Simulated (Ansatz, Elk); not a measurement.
# CuPb2S2Br2: X-ray structure factors from the self-consistent density, part 2 of 2

Structure refinements treat a crystal as free atoms side by side. For a made-up structure of CuPb2S2Br2 (cell and positions from a PBEsol relaxation) the runs below show what the calculated density changes in F(hkl).

Elk 11.2.3 (patched build); all-electron DFT.

So far: The starting structure; Ground state and structure factors; The highest occupied states alone.

The structure was built from a prototype and need not be the compound's stable phase.

## Step 4: Another try

Level of this step: DFT, PBE, all-electron APW+lo, Dirac cores, scalar-relativistic bands, static density, no spin (Elk).

In this try the input is made faulty on purpose, to show what that does.

The input is changed as shown.

Input file elk.in:

```
tasks
  0
  195

xctype
  20

spinpol
  .false.

rgkmax
  7.0

gmaxvr
  14.0

lmaxo
  7

lmaxapw
  8

swidth
  0.002

tshift
  .false.

ramdisk
  .false.

hmaxvr
  5.5

maxscl
  3

epspot
  1e-06

sppath
  './'

avec
  -4.49634324574 4.49634324574 14.59139585272
  4.49634324574 -4.49634324574 14.59139585272
  4.49634324574 4.49634324574 -14.59139585272

atoms
  4
  'Pb.in'
  2
  0.6223863877 0.6223863877 -0.0000000000   0.000000 0.000000 0.000000
  0.3776136123 0.3776136123 -0.0000000000   0.000000 0.000000 0.000000
  'Br.in'
  2
  0.2500000000 0.7500000000 0.5000000000   0.000000 0.000000 0.000000
  0.7500000000 0.2500000000 0.5000000000   0.000000 0.000000 0.000000
  'Cu.in'
  1
  -0.0000000000 -0.0000000000 0.0000000000   0.000000 0.000000 0.000000
  'S.in'
  2
  -0.0000000000 0.5000000000 0.5000000000   0.000000 0.000000 0.000000
  0.5000000000 -0.0000000000 0.5000000000   0.000000 0.000000 0.000000

ngridk
  7 7 7
```

The run is started by

```sh
$ OMP_NUM_THREADS=4 elk
```

Numbers of over 12 decimals in the logs are rounded to 6 here.

The program printed:

```text
┌─────────────────────────┐
│ Elk code version 11.2.3 │
└─────────────────────────┘

All units are atomic (Hartree, Bohr, etc.)

┌─────────────────────────────────────────────────┐
│ Ground-state run starting from atomic densities │
└─────────────────────────────────────────────────┘

Lattice vectors :
  -4.496343246       4.496343246       14.59139585
   4.496343246      -4.496343246       14.59139585
   4.496343246       4.496343246      -14.59139585

Reciprocal lattice vectors :
  0.1157038030E-17  0.6986994724      0.2153044633
[...]
atom 2                    :    14.63464843     (  0.1123295442E-03)
 total in muffin-tins        :    283.5278244
 total calculated charge     :    294.9961374
 total charge                :    295.0000000
 error                       :   0.3862595914E-02

┌──────────────────────────────┐
│ Self-consistent loop stopped │
└──────────────────────────────┘

Warning : core states of species 1 leak from the muffin-tin :   0.1216325494E-02

Warning : core states of species 3 leak from the muffin-tin :   0.2682190946E-03

Warning : core states of species 4 leak from the muffin-tin :   0.1123295442E-03

Wrote STATE.OUT
[key lines of the parts left out:]
total energy                :     -49529.709085605
```

The job ended after 49 s (4 threads of Arm Neoverse V1, shared host; peak memory 0.39 GiB).

The run stopped without converging, so none of its numbers is a property of the system.

The fault put into the input: too few SCF loops.

## Step 5: Another functional

The difference from free atoms is small, so it is set against the change that LDA (Perdew-Wang) makes.

Changes to elk.in since step 4:

```diff
@@ -5,3 +5,3 @@
 xctype
-  20
+  3
 
@@ -35,3 +35,3 @@
 maxscl
-  3
+  120
```

The run is started by

```sh
$ OMP_NUM_THREADS=4 elk
```

The program printed:

```text
┌─────────────────────────┐
│ Elk code version 11.2.3 │
└─────────────────────────┘

All units are atomic (Hartree, Bohr, etc.)

┌─────────────────────────────────────────────────┐
│ Ground-state run starting from atomic densities │
└─────────────────────────────────────────────────┘

Lattice vectors :
  -4.496343246       4.496343246       14.59139585
   4.496343246      -4.496343246       14.59139585
   4.496343246       4.496343246      -14.59139585

Reciprocal lattice vectors :
  0.1157038030E-17  0.6986994724      0.2153044633
[...]
atom 2                    :    14.22942993     (  0.1076815195E-03)
 total in muffin-tins        :    283.7004114
 total calculated charge     :    294.9963245
 total charge                :    295.0000000
 error                       :   0.3675460995E-02

┌──────────────────────────────┐
│ Self-consistent loop stopped │
└──────────────────────────────┘

Warning : core states of species 1 leak from the muffin-tin :   0.1175377594E-02

Warning : core states of species 3 leak from the muffin-tin :   0.2553877628E-03

Warning : core states of species 4 leak from the muffin-tin :   0.1076815195E-03

Wrote STATE.OUT
[key lines of the parts left out:]
total energy                :     -49490.126663101
```

The job ended after 81 s (4 threads; peak memory 0.32 GiB).

Against the first run R = 0.03 %; the largest change is +0.092 at 004.

## Step 6: A coarser k-mesh

About half the k-points along each axis test the sampling.

Changes to elk.in since step 5:

```diff
@@ -5,3 +5,3 @@
 xctype
-  3
+  20
 
@@ -67,2 +67,2 @@
 ngridk
-  7 7 7
+  4 4 4
```

The run is started by

```sh
$ OMP_NUM_THREADS=4 elk
```

The program printed:

```text
┌─────────────────────────┐
│ Elk code version 11.2.3 │
└─────────────────────────┘

All units are atomic (Hartree, Bohr, etc.)

┌─────────────────────────────────────────────────┐
│ Ground-state run starting from atomic densities │
└─────────────────────────────────────────────────┘

Lattice vectors :
  -4.496343246       4.496343246       14.59139585
   4.496343246      -4.496343246       14.59139585
   4.496343246       4.496343246      -14.59139585

Reciprocal lattice vectors :
  0.1157038030E-17  0.6986994724      0.2153044633
[...]
total in muffin-tins        :    283.7479450
 total calculated charge     :    294.9963418
 total charge                :    295.0000000
 error                       :   0.3658228427E-02

┌──────────────────────────────┐
│ Self-consistent loop stopped │
└──────────────────────────────┘

Warning : the lowest level lies among the core levels :   -2.422825665      -2.608577585

Warning : core states of species 1 leak from the muffin-tin :   0.1164706266E-02

Warning : core states of species 3 leak from the muffin-tin :   0.2453250431E-03

Warning : core states of species 4 leak from the muffin-tin :   0.1135979673E-03

Wrote STATE.OUT
[key lines of the parts left out:]
total energy                :     -49524.135726055
```

Wall time 72 s (4 threads); peak memory 0.39 GiB.

Against the first run R = 0.01 %; the largest change is +0.040 at 301.

## Step 7: Settings against the effect

```tsv
run	R against the first run (%)	R against neutral atoms, low angle (%)	wall time
PBE, rgkmax 7	0.00	0.31	2.1 min
LDA (Perdew-Wang)	0.03	0.32	81 s
k-mesh 4×4×4	0.01	0.31	72 s
```

## Step 8: What came out

```
R against neutral atoms, sin θ/λ < 0.3 Å⁻¹ : 0.31 %
R against neutral atoms, 0.3 to 0.65 Å⁻¹   : 0.12 %
```

What this shows: Independent neutral atoms miss the calculated amplitudes by R = 0.31 % below 0.3 Å⁻¹ and 0.12 % from there to 0.65 Å⁻¹; by shells, 0.44 % below 0.15 Å⁻¹ (5 forms), 0.29 % 0.15 to 0.3 (16 forms), 0.15 % 0.3 to 0.45 (38 forms), 0.10 % above 0.45 (90 forms). Bonding, aspherical density and the tables' own atoms all enter these figures, and the runs don't part them. The largest change of an amplitude is -1.10 electrons, at 110. The window's part falls from 39.5 electrons at the origin to at most 2.85 between 0.45 and 0.65 Å⁻¹, where compact states inside the window still scatter. Below 0.3 Å⁻¹ the changes that finished (LDA (Perdew-Wang) and k-mesh 4×4×4) move F by R = 0.03 % at most, against the 0.31 % that separates it from free atoms. The basis has no finished test. These runs have no spin, though d or f shells may be open. The electron count is odd, so without spin the run is a metal by force. Spin-orbit coupling is left out, which can matter for elements this heavy. Part of the difference isn't bonding: the tables are fits to free atoms and ions calculated by other methods than this functional. Thermal motion, anomalous dispersion and extinction are left out.

[Logs are printed without paths, hosts, clocks, repeated set-up lines and the standing remarks that a program may print on its own settings, such as how far it seeks lower states.]

[Hosts, paths, dates, database ids (printed as entryN), source tags and the programs' standing remarks are cut or masked in the printed files.]
